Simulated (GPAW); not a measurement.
# Ballistic transport through fluorene-2,7-dithiol between two Al chains, cheap and dear, part 2 of 2

Aim: T(E), conductance and thermopower of fluorene-2,7-dithiol between two Al chains, and what cheaper settings cost in accuracy.

GPAW 26.7.0; GPAW LCAO, PAW setups; Landauer transmission from Green's functions with principal layers (ASE), zero bias.

So far. Step 3 (Single-zeta polarised basis): The conductance, 0.0707 G₀, lies 97 % above that of the dzp run. Step 4 (Minimal basis): The conductance, 0.112 G₀, lies 211 % above that of the dzp run.

### 9. Density threshold 0.01, grid spacing 0.16, smearing 0.05

The Hamiltonian is taken from the last density. The density threshold is one of the tests that end the cycle; the energy must settle too, so a loose value may not be the test that decides. The real-space grid carries density and potential; a coarse one breaks translation symmetry along the lead and scatters electrons that should pass. Smearing helps the SCF of a metal converge, but it blurs occupations at band edges near the Fermi level.

File run.py:

```python
import json
import numpy as np
from ase import Atoms
from ase.transport.calculators import TransportCalculator
from gpaw import GPAW, FermiDirac
from gpaw.lcao.tools import get_lcao_hamiltonian
from scipy.linalg import eigh

# The junction with lead layers at both ends, along the third cell vector
device = Atoms(
    ['Al', 'Al', 'Al', 'Al', 'Al', 'Al', 'S', 'C', 'H', 'H', 'C', 'C', 'C', 'C', 'H', 'C', 'H', 'H', 'C', 'C', 'C', 'H', 'C', 'C', 'H', 'C', 'C', 'H', 'S', 'Al', 'Al', 'Al', 'Al', 'Al', 'Al'],
    positions=[
        [6.56177, 5.05582, 1.20000],
        [6.56177, 5.05582, 3.60000],
        [6.56177, 5.05582, 6.00000],
        [6.56177, 5.05582, 8.40000],
        [6.56177, 5.05582, 10.80000],
        [6.56177, 5.05582, 13.20000],
        [5.57801, 5.99930, 14.92686],
        [5.53576, 5.97065, 16.70782],
        [3.36951, 5.97438, 16.79200],
        [7.69429, 5.98762, 16.95243],
        [4.29221, 5.96577, 17.36896],
        [6.72640, 5.97032, 17.44247],
        [4.21586, 5.94972, 18.76725],
        [6.64099, 5.95458, 18.82632],
        [3.25000, 5.94504, 19.26090],
        [5.39555, 5.94309, 19.49056],
        [8.38616, 5.05156, 19.72340],
        [8.37401, 6.86164, 19.74270],
        [7.77403, 5.95146, 19.83281],
        [5.63070, 5.92896, 20.91874],
        [7.02308, 5.93245, 21.14855],
        [3.67223, 5.91991, 21.82286],
        [4.74527, 5.91715, 21.98230],
        [7.54715, 5.92195, 22.43190],
        [8.62100, 5.92811, 22.59033],
        [5.26544, 5.90613, 23.28283],
        [6.65577, 5.90301, 23.50966],
        [4.57333, 5.90568, 24.12197],
        [7.29497, 5.89741, 25.17275],
        [6.56177, 5.05582, 27.06858],
        [6.56177, 5.05582, 29.46858],
        [6.56177, 5.05582, 31.86858],
        [6.56177, 5.05582, 34.26858],
        [6.56177, 5.05582, 36.66858],
        [6.56177, 5.05582, 39.06858]],
    cell=[[13.12354, 0.0, 0.0], [0.0, 10.11164, 0.0], [0.0, 0.0, 40.26858]],
    pbc=True)

# One principal layer of the lead: the first 4 atoms of the device
lead = Atoms(
    ['Al', 'Al', 'Al', 'Al'],
    positions=[
        [6.56177, 5.05582, 1.20000],
        [6.56177, 5.05582, 3.60000],
        [6.56177, 5.05582, 6.00000],
        [6.56177, 5.05582, 8.40000]],
    cell=[[13.12354, 0.0, 0.0], [0.0, 10.11164, 0.0], [0.0, 0.0, 9.6]],
    pbc=True)

settings = dict(mode='lcao', basis='dzp', xc='PBE', h=0.16,
                occupations=FermiDirac(0.05), maxiter=250,
                mixer=dict(beta=0.1, nmaxold=8, weight=100.0),
                convergence=dict(density=0.01))
energies = np.arange(-2, 2 + 1e-9, 0.05)
eta = 0.0001
n1, n2 = 1, 1
# k and -k transmit alike, so half of the mesh across the current serves
mesh = [(i, j) for i in range(n1) for j in range(n2) if (i, j) <= (-i % n1, -j % n2)]
weights = np.array([1 if (i, j) == (-i % n1, -j % n2) else 2 for i, j in mesh]) / (n1 * n2)

# [... helper functions left out ...]
fermi_lead = ground_state(lead, (1, 1, 12), 'lead.txt')
fermi_device = ground_state(device, (1, 1, 2), 'device.txt')
# [... loop over the mesh left out, but for ...]
        # Shift the lead onto the potential of the device's first layer
        shift = ((H[:, 0, 0] - H0[:, 0, 0]) / S0[0, 0]).real.mean()
# [...]
kT = 8.617333e-5 * 300
bias = [0.1, 0.2, 0.5, 1.0, 1.5, 2.0]
# [... integrals and printing left out ...]
```

The run is started by

```bash
OMP_NUM_THREADS=1 OPENBLAS_NUM_THREADS=2 python run.py
```

Output:

```text
basis functions: device 391, principal layer 52
Fermi level: lead -3.5598 eV, device -3.1951 eV; lead shifted by 0.0044 eV
largest coupling past the next layer 1.49e-15 eV, largest misfit of the first layer 0.084 eV
  E-E_F (eV)   T (one spin)  [channel counts left out]
    -2.000    1.2468e-02
    -1.950    1.3521e-02
    -1.900    1.5394e-02
    -1.850    1.8643e-02
    -1.800    2.4585e-02
    -1.750    3.6946e-02
    -1.700    7.0005e-02
    -1.650    2.2152e-01
    -1.600    8.9976e-01
    -1.550    1.0473e-01
    -1.500    2.5245e-02
    -1.450    8.9786e-03
    -1.400    3.6305e-03
    -1.350    1.4020e-03
    -1.300    3.3355e-04
    -1.250    2.4914e-10
[...]
1.650    7.8945e-01
     1.700    9.7367e-01
     1.750    9.1886e-01
     1.800    6.8885e-01
     1.850    4.6588e-01
     1.900    3.0352e-01
     1.950    1.8456e-01
     2.000    9.0031e-02
conductance at 300 K: 0.046295 G0 a cell; thermopower -13.07 uV/K
current from the zero-bias T(E) at 0.1 V: 0.35521 uA
current from the zero-bias T(E) at 0.2 V: 0.69137 uA
current from the zero-bias T(E) at 0.5 V: 1.5458 uA
current from the zero-bias T(E) at 1.0 V: 3.3345 uA
current from the zero-bias T(E) at 1.5 V: 5.8253 uA
current from the zero-bias T(E) at 2.0 V: 6.6215 uA
```

It took 2.9 min on 2 threads of Arm Neoverse V1, shared host; peak memory 3.7 GiB.

The run finished with changed settings (conv = 0.01, h = 0.16 and width = 0.05); it serves as a test.

Side by side:

| quantity | this run | sound run | difference |
| --- | --- | --- | --- |
| conductance (G₀) | 0.046295 | 0.035873 | 0.0104 |
| thermopower (μV/K) | -13.071 | -15.466 | 2.39 |
| largest coupling past the next principal layer (eV) | 1.490e-15 | 1.295e-15 | 1.9e-16 |
| largest misfit of the first principal layer (eV) | 0.083693 | 0.040177 | 0.0435 |
| shift that aligns the lead (eV) | 0.0043761 | -0.0050497 | 0.00943 |
| transmission at the Fermi level (one spin) | 0.047890 | 0.036203 | 0.0117 |

One result that differs is the largest misfit of the first principal layer, 0.0837 eV against 0.0402 eV.

### 10. Summary of results

* conductance: 0.0359 G₀
* transmission at the Fermi level, mean of the spins: 0.0362
* thermopower: -15.5 μV/K

In words: In the dzp basis the junction conducts 0.0359 G₀ at 300 K, with T = 0.0362 a spin at the Fermi level; no smaller basis tried comes within 10 % of that conductance. The negative thermopower says that the thermally weighted transmission is larger above the Fermi level, as for electron-like transport. Measured against the first run (dzp), the nearest curve is that of szp (r.m.s. 0.31) and the farthest that of sz (0.32). Over the compared runs wall time goes from 88 s (sz) to 151 s (dzp), on a shared host. The geometry was built from estimated bond lengths and not relaxed, so the numbers describe this model structure. Semilocal functionals put molecular levels too near the Fermi level, so such conductances usually come out too high, and chain electrodes have a sharper density of states than real ones. An evenly spaced straight chain is an idealisation: free chains tend to dimerise, zigzag or, where a band edge lies near the Fermi level, turn magnetic. The currents use the zero-bias T(E) throughout, which holds only while the bias is small against the distance to the nearest feature. The energy step is wider than the thermal energy, so the conductance and thermopower rest on interpolation of T(E).

[Logs are printed without paths, hosts, clocks, repeated set-up lines and the standing remarks that a program may print on its own settings, such as how far it seeks lower states.]

[Hosts, paths, dates, database ids (printed as entryN), source tags and the programs' standing remarks are cut or masked in the printed files.]
